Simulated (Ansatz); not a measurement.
**K3YF6 (P2_1/c): the host for defect calculations**

Before any defect goes in: K3YF6 (P2_1/c) at rest, and how it screens a charge.

Main program and level: Ansatz 0.2.0; plane-wave PAW DFT, PBEsol; relaxation of the host's cell and atoms, in the first sound run; inputs show where later runs differ.

This is a report of a sequence of runs, with most program output left out.

**1. Starting point**

The structure is monoclinic, space group P2_1/c (No. 14). The conventional cell has a = 6.282 Å, b = 6.567 Å, c = 10.779 Å, α = 90.00°, β = 124.17°, γ = 90.00°. K has 7 F at 2.63 to 3.09 Å nearest. Nearest to K lie 6 F at 2.56 to 2.64 Å. Y has 6 F at 2.17 to 2.18 Å nearest. Nearest to F lie 1 Y at 2.17 Å and 3 K at 2.61 to 2.66 Å. F has 1 Y at 2.18 Å and 3 K at 2.64 to 2.84 Å nearest. Nearest to F lie 1 Y at 2.17 Å and 4 K at 2.56 to 3.09 Å. Farther neighbours and most contacts between anions are not listed.

**2. Host cell relaxation**

Cell and atoms are relaxed together, until forces and stress fall under their thresholds.

Input file cell/input.yaml:

```yaml
crystal:
  lattice:
    - [6.2823363, 0.0, 0.0]
    - [0.0, 6.5670509, 0.0]
    - [-6.0544918, 0.0, 8.9185206]
  atoms:
    - { symbol: K, position: [0.27629635, 0.05631752, 0.75685009] }
    - { symbol: K, position: [0.72370365, 0.55631752, 0.74314991] }
    - { symbol: K, position: [0.72370365, 0.94368248, 0.24314991] }
    - { symbol: K, position: [0.27629635, 0.44368248, 0.25685009] }
    - { symbol: K, position: [0.5, 0.0, 0.5] }
    - { symbol: K, position: [0.5, 0.5, 0.0] }
    - { symbol: "Y", position: [0.0, 0.5, 0.5] }
    - { symbol: "Y", position: [0.0, 0.0, 0.0] }
    - { symbol: F, position: [0.10556669, 0.06336328, 0.22587554] }
    - { symbol: F, position: [0.89443331, 0.56336328, 0.27412446] }
    - { symbol: F, position: [0.89443331, 0.93663672, 0.77412446] }
    - { symbol: F, position: [0.10556669, 0.43663672, 0.72587554] }
    - { symbol: F, position: [0.75202756, 0.26818671, 0.92350028] }
    - { symbol: F, position: [0.24797244, 0.76818671, 0.57649972] }
    - { symbol: F, position: [0.24797244, 0.73181329, 0.07649972] }
    - { symbol: F, position: [0.75202756, 0.23181329, 0.42350028] }
    - { symbol: F, position: [0.66954886, 0.67755286, 0.45011677] }
    - { symbol: F, position: [0.33045114, 0.17755286, 0.04988323] }
    - { symbol: F, position: [0.33045114, 0.32244714, 0.54988323] }
    - { symbol: F, position: [0.66954886, 0.82244714, 0.95011677] }
basis:
  ecutwfc: 420
  xc_grid: 2
hamiltonian:
  xc: pbesol
kpoints:
  mp_grid: { grid: [6, 4, 3] }
scf:
  occupations: { method: fixed }
  max_iter: 100
relax:
  f_tol: 0.005
  max_steps: 60
  cell: {}
output:
  forces: true
  stress: true
checkpoint:
  write: "../cell.run"
  compress: false
  write_wavefunctions: false
  write_every: 100000
```

Launch:

```bash
> ansatz run input.yaml --threads 4 --pin off --max-ram 7536MiB --backend cpu --events-out ev --progress --plain --runs-dir out
```

The job ended after 42 s (4 threads of Intel Xeon 6975P-C (Granite Rapids), shared host; peak memory 1.5 GiB; 2.6 min of CPU time).

The steps of the relaxation:

```tsv
step	energy less that of the first step (eV)	largest force component (eV/Å)	pressure (GPa)	volume (Å³)
1	0.0000	0.1109	-0.32	367.95
2	-0.0059	0.0412	0.05	368.47
3	-0.0082	0.0103	0.02	368.17
4	-0.0083	0.0016	0.00	368.24
5*	-0.0096	0.0016	0.01	368.24
```

Relaxation steps marked * repeat the geometry before them on a plane-wave basis chosen anew for their cell, so energy and pressure can jump there.

Forces are held to the 4 operations that the run works with; a distortion that breaks them can't arise in this run.

```tsv
cell as run	before	after	change
a (Å)	6.282	6.282	-0.0 %
b (Å)	6.567	6.543	-0.4 %
c (Å)	10.779	10.839	+0.6 %
β (°)	124.17	124.26	+0.1 %
volume (Å³/atom)	18.40	18.41	+0.1 %
```

The atoms that moved most (Å, as changes of fractional coordinates times the final cell):

```tsv
atom	dx	dy	dz	length
K2	0.002	-0.021	-0.009	0.023
K1	-0.002	-0.021	0.009	0.023
K4	-0.002	0.021	0.009	0.023
K3	0.002	0.021	-0.009	0.023
F11	0.000	-0.008	0.021	0.022
F12	0.000	-0.008	-0.021	0.022
F9	0.000	0.008	-0.021	0.022
F10	0.000	0.008	0.021	0.022
```

This step gave:

```yaml
pressure: 0.005176 GPa
```

The relaxation ends with a largest force component of 0.0016 eV/Å and a pressure of 0.01 GPa.

**3. Dielectric tensors of the host**

The response to a uniform electric field gives the electronic dielectric tensor.

This step: plane-wave PAW DFPT, PBEsol; dielectric tensors, Born charges and zone-centre modes of the host (Ansatz 0.2.0).

Input file eps/input.yaml:

```yaml
crystal:
  lattice:
    - [6.282057792, 0.0, -0.0167902296]
    - [0.0, 6.5432494797, 0.0]
    - [-6.0780591127, 0.0, 8.9746593984]
  atoms:
    - { symbol: K, position: [0.2769605621, 0.0530858952, 0.7578940881] }
    - { symbol: K, position: [0.7230394379, 0.5530858952, 0.7421059119] }
    - { symbol: K, position: [0.7230394379, 0.9469141048, 0.2421059119] }
    - { symbol: K, position: [0.2769605621, 0.4469141048, 0.2578940881] }
    - { symbol: K, position: [0.5, 0.0, 0.5] }
    - { symbol: K, position: [0.5, 0.5, 0.0] }
    - { symbol: "Y", position: [0.0, 0.5, 0.5] }
    - { symbol: "Y", position: [0.0, 0.0, 0.0] }
    - { symbol: F, position: [0.1034202293, 0.0645616194, 0.2235762441] }
    - { symbol: F, position: [0.8965797707, 0.5645616194, 0.2764237559] }
    - { symbol: F, position: [0.8965797707, 0.9354383806, 0.7764237559] }
    - { symbol: F, position: [0.1034202293, 0.4354383806, 0.7235762441] }
    - { symbol: F, position: [0.7503215705, 0.2667550046, 0.9222615499] }
    - { symbol: F, position: [0.2496784295, 0.7667550046, 0.5777384501] }
    - { symbol: F, position: [0.2496784295, 0.7332449954, 0.0777384501] }
    - { symbol: F, position: [0.7503215705, 0.2332449954, 0.4222615499] }
    - { symbol: F, position: [0.6714327138, 0.6789764312, 0.4498768442] }
    - { symbol: F, position: [0.3285672862, 0.1789764312, 0.0501231558] }
    - { symbol: F, position: [0.3285672862, 0.3210235688, 0.5501231558] }
    - { symbol: F, position: [0.6714327138, 0.8210235688, 0.9498768442] }
basis:
  ecutwfc: 420
hamiltonian:
  xc: pbesol
kpoints:
  mp_grid: { grid: [5, 4, 3] }
scf:
  occupations: { method: fixed }
  max_iter: 100
phonons:
  method: dfpt
  dielectric: true
  rigid_motions: translations
```

The job ended after 12 min (4 threads; peak memory 4.8 GiB; 45 min of CPU time).

Electronic dielectric tensor:

```
2.04 0.00 0.01
0.00 2.03 0.00
0.01 0.00 2.02
```

Static dielectric tensor:

```
 8.87  0.00 -5.17
 0.00  8.32  0.00
-5.17  0.00 21.25
```

The principal values of the electronic dielectric tensor are 2.02, 2.03 and 2.04. The principal values of the static dielectric tensor are 7.00, 8.32 and 23.12.

**4. Primitive cell on a dense mesh**

A dense mesh gives the host's converged energy, against which the supercell's sampling is tested.

This step: plane-wave PAW DFT, PBEsol; single point of the host's primitive cell on a dense mesh (Ansatz 0.2.0).

dense/input.yaml, as its differences from eps/input.yaml of step 3:

```diff
@@ -28,2 +28,3 @@
   ecutwfc: 420
+  xc_grid: 2
 hamiltonian:
@@ -31,9 +32,5 @@
 kpoints:
-  mp_grid: { grid: [5, 4, 3] }
+  mp_grid: { grid: [6, 4, 3] }
 scf:
-  occupations: { method: fixed }
-  max_iter: 100
-phonons:
-  method: dfpt
-  dielectric: true
-  rigid_motions: translations
+  occupations: { method: fermi_dirac, width: 0.01 }
+  max_iter: 80
```

It took 7.7 s on 4 threads; peak memory 1.5 GiB; 29 s of CPU time.

**5. Self-consistent run**

This step: plane-wave PAW DFT, PBEsol; single point of the defect-free supercell, a test of its k-points (Ansatz 0.2.0).

System of this step: K3YF6 (P2_1/c). The cell holds 60 atoms: 18 K, 6 Y and 36 F. Its edges and angles: a = 14.166 Å, b = 9.071 Å, c = 10.839 Å, α = 67.1°, β = 120.0°, γ = 106.3°.

Input file pristine.sampling/input.yaml:

```yaml
crystal:
  lattice:
    - [12.564115584, 6.5432494797, -0.0335804592]
    - [-6.282057792, 6.5432494797, 0.0167902296]
    - [-6.0780591127, 0.0, 8.9746593984]
  atoms:
    - { symbol: K, position: [0.1100154858, 0.9430704095, 0.7578940881] }
    - { symbol: K, position: [0.4433488191, 0.6097370762, 0.7578940881] }
    - { symbol: K, position: [0.7766821525, 0.2764037428, 0.7578940881] }
    - { symbol: K, position: [0.0920417777, 0.4610441175, 0.7421059119] }
    - { symbol: K, position: [0.425375111, 0.1277107842, 0.7421059119] }
    - { symbol: K, position: [0.7587084444, 0.7943774508, 0.7421059119] }
    - { symbol: K, position: [0.2233178475, 0.7235962572, 0.2421059119] }
    - { symbol: K, position: [0.5566511809, 0.3902629238, 0.2421059119] }
    - { symbol: K, position: [0.8899845142, 0.0569295905, 0.2421059119] }
    - { symbol: K, position: [0.2412915556, 0.2056225492, 0.2578940881] }
    - { symbol: K, position: [0.574624889, 0.8722892158, 0.2578940881] }
    - { symbol: K, position: [0.9079582223, 0.5389558825, 0.2578940881] }
    - { symbol: K, position: [0.1666666667, 0.8333333333, 0.5] }
    - { symbol: K, position: [0.5, 0.5, 0.5] }
    - { symbol: K, position: [0.8333333333, 0.1666666667, 0.5] }
    - { symbol: K, position: [0.0, 0.5, 0.0] }
    - { symbol: K, position: [0.3333333333, 0.1666666667, 0.0] }
    - { symbol: K, position: [0.6666666667, 0.8333333333, 0.0] }
    - { symbol: "Y", position: [0.1666666667, 0.3333333333, 0.5] }
    - { symbol: "Y", position: [0.5, 0.0, 0.5] }
    - { symbol: "Y", position: [0.8333333333, 0.6666666667, 0.5] }
    - { symbol: "Y", position: [0.0, 0.0, 0.0] }
    - { symbol: "Y", position: [0.3333333333, 0.6666666667, 0.0] }
    - { symbol: "Y", position: [0.6666666667, 0.3333333333, 0.0] }
    - { symbol: F, position: [0.0559939495, 0.0085676698, 0.2235762441] }
    - { symbol: F, position: [0.3893272828, 0.6752343365, 0.2235762441] }
    - { symbol: F, position: [0.7226606162, 0.3419010031, 0.2235762441] }
    - { symbol: F, position: [0.1537137967, 0.4108478227, 0.2764237559] }
    - { symbol: F, position: [0.4870471301, 0.0775144893, 0.2764237559] }
    - { symbol: F, position: [0.8203804634, 0.744181156, 0.2764237559] }
    - { symbol: F, position: [0.2773393838, 0.6580989969, 0.7764237559] }
    - { symbol: F, position: [0.6106727172, 0.3247656635, 0.7764237559] }
    - { symbol: F, position: [0.9440060505, 0.9914323302, 0.7764237559] }
    - { symbol: F, position: [0.1796195366, 0.255818844, 0.7235762441] }
    - { symbol: F, position: [0.5129528699, 0.9224855107, 0.7235762441] }
    - { symbol: F, position: [0.8462862033, 0.5891521773, 0.7235762441] }
    - { symbol: F, position: [0.0056921917, 0.2610628129, 0.9222615499] }
    - { symbol: F, position: [0.339025525, 0.9277294796, 0.9222615499] }
    - { symbol: F, position: [0.6723588584, 0.5943961462, 0.9222615499] }
    - { symbol: F, position: [0.0054778113, 0.7612771933, 0.5777384501] }
    - { symbol: F, position: [0.3388111447, 0.4279438599, 0.5777384501] }
    - { symbol: F, position: [0.672144478, 0.0946105266, 0.5777384501] }
    - { symbol: F, position: [0.3276411416, 0.4056038538, 0.0777384501] }
    - { symbol: F, position: [0.660974475, 0.0722705204, 0.0777384501] }
    - { symbol: F, position: [0.9943078083, 0.7389371871, 0.0777384501] }
    - { symbol: F, position: [0.327855522, 0.9053894734, 0.4222615499] }
    - { symbol: F, position: [0.6611888553, 0.5720561401, 0.4222615499] }
    - { symbol: F, position: [0.9945221887, 0.2387228067, 0.4222615499] }
    - { symbol: F, position: [0.1168030483, 0.5621733829, 0.4498768442] }
    - { symbol: F, position: [0.4501363817, 0.2288400495, 0.4498768442] }
    - { symbol: F, position: [0.783469715, 0.8955067162, 0.4498768442] }
    - { symbol: F, position: [0.1691812392, 0.009795192, 0.0501231558] }
    - { symbol: F, position: [0.5025145725, 0.6764618587, 0.0501231558] }
    - { symbol: F, position: [0.8358479058, 0.3431285254, 0.0501231558] }
    - { symbol: F, position: [0.216530285, 0.1044932838, 0.5501231558] }
    - { symbol: F, position: [0.5498636183, 0.7711599505, 0.5501231558] }
    - { symbol: F, position: [0.8831969517, 0.4378266171, 0.5501231558] }
    - { symbol: F, position: [0.1641520942, 0.6568714746, 0.9498768442] }
    - { symbol: F, position: [0.4974854275, 0.3235381413, 0.9498768442] }
    - { symbol: F, position: [0.8308187608, 0.990204808, 0.9498768442] }
basis:
  ecutwfc: 420
  xc_grid: 2
hamiltonian:
  xc: pbesol
kpoints:
  mp_grid: { grid: [1, 1, 1], shift: [0.25, 0.25, 0.25] }
scf:
  occupations: { method: fermi_dirac, width: 0.01 }
  max_iter: 80
```

Wall time 3.9 s (4 threads); peak memory 1.9 GiB; 13 s of CPU time.

Numbers from this step:

```yaml
energy_over_dense_mesh: 2.33e-5 eV/atom
```

**6. Defect free supercell relaxed from its symmetric sites**

This cell, the one that will hold the defects, is built from the relaxed host. Its coarser k-points can move the atoms a little, so it is relaxed from the symmetric sites, as the reference for the test of stability.

This step: plane-wave PAW DFT, PBEsol; relaxation of the defect-free supercell from its symmetric sites (Ansatz 0.2.0).

pristine.symmetric/input.yaml, as its differences from pristine.sampling/input.yaml of step 5:

```diff
@@ -76 +76,12 @@
   max_iter: 80
+output:
+  forces: true
+relax:
+  f_tol: 0.01
+  max_steps: 60
+  escape_saddle: false
+checkpoint:
+  write: "../pristine.symmetric.run"
+  compress: false
+  write_wavefunctions: false
+  write_every: 100000
```

Wall time 7.2 s (4 threads); peak memory 1.9 GiB.

Hardly anything moved in the relaxation; the energy changed by under 0.2 meV an atom.

**7. Defect free supercell relaxed from displaced atoms**

This step: plane-wave PAW DFT, PBEsol; relaxation of the defect-free supercell from random displacements, a test of the host's stability (Ansatz 0.2.0).

pristine.rattled/input.yaml, as its differences from pristine.symmetric/input.yaml of step 6:

```diff
@@ -80,6 +80,6 @@
   f_tol: 0.01
-  max_steps: 60
-  escape_saddle: false
+  max_steps: 120
+  random_displacement: { amplitude: 0.08, seed: 9732 }
 checkpoint:
-  write: "../pristine.symmetric.run"
+  write: "../pristine.rattled.run"
   compress: false
```

Elapsed: 35 s, on 4 threads; peak memory 2 GiB.

Relaxation path:

```tsv
step	energy less that of the first step (eV)	largest force component (eV/Å)
1	0.0000	1.9976
2	-0.7554	0.7171
3	-1.0219	0.0172
4	-1.0219	0.0174
5	-1.0247	0.0026
6	-1.0249	0.0028
```

The atoms that moved most (Å, from the sites as typed, ahead of the random displacement, the mean shift of all atoms taken out):

```tsv
atom	dx	dy	dz	length
F58	-0.008	0.008	0.011	0.015
F54	-0.007	0.007	0.009	0.014
F59	0.007	-0.008	-0.008	0.013
F53	0.006	-0.006	-0.007	0.011
F50	0.005	0.006	-0.005	0.009
F26	0.008	0.001	0.003	0.008
K7	0.005	0.003	-0.005	0.008
F40	0.004	-0.004	0.006	0.008
```

The relaxation ends 17 meV an atom lower than the displaced start, with a largest force component of 0.0028 eV/Å.

**8. Outcome**

| Item | Value |
| --- | --- |
| primitive cell vectors, lengths | 6.282, 6.543, 10.839 Å |
| electronic dielectric constant | principal values (2.02, 2.03, 2.04) |
| static dielectric constant | principal values (7.00, 8.32, 23.12) |
| gap on the k-mesh of the response run (PBEsol) | 6.63 eV |
| supercell relaxed in its symmetry less the displaced and relaxed one | 0.000 eV |
| energy an atom at one point at (¼, ¼, ¼) less that on the dense mesh | 0.000 eV |

In words: Step 7: The energy fell by 1.025 eV from the randomly displaced start; against the sites as typed, F58 ends farthest off, by 0.02 Å, once the mean shift is taken out. The displaced cell ends within 0.01 eV of the symmetric one relaxed in its symmetry, so no lower structure shows in this supercell. The k-mesh can miss the band edges, so this gap is an upper bound at this level. All at zero temperature.

[Logs are printed without paths, hosts, clocks, repeated set-up lines and the standing remarks that a program may print on its own settings, such as how far it seeks lower states.]

[Hosts, paths, dates, database ids (printed as entryN), source tags and the programs' standing remarks are cut or masked in the printed files.]

[Runs of the host that timed out are not shown.]

[For some hosts the program warned that the k-mesh of the response run may be too coarse for force constants and the static dielectric constant; such warnings are not always shown.]
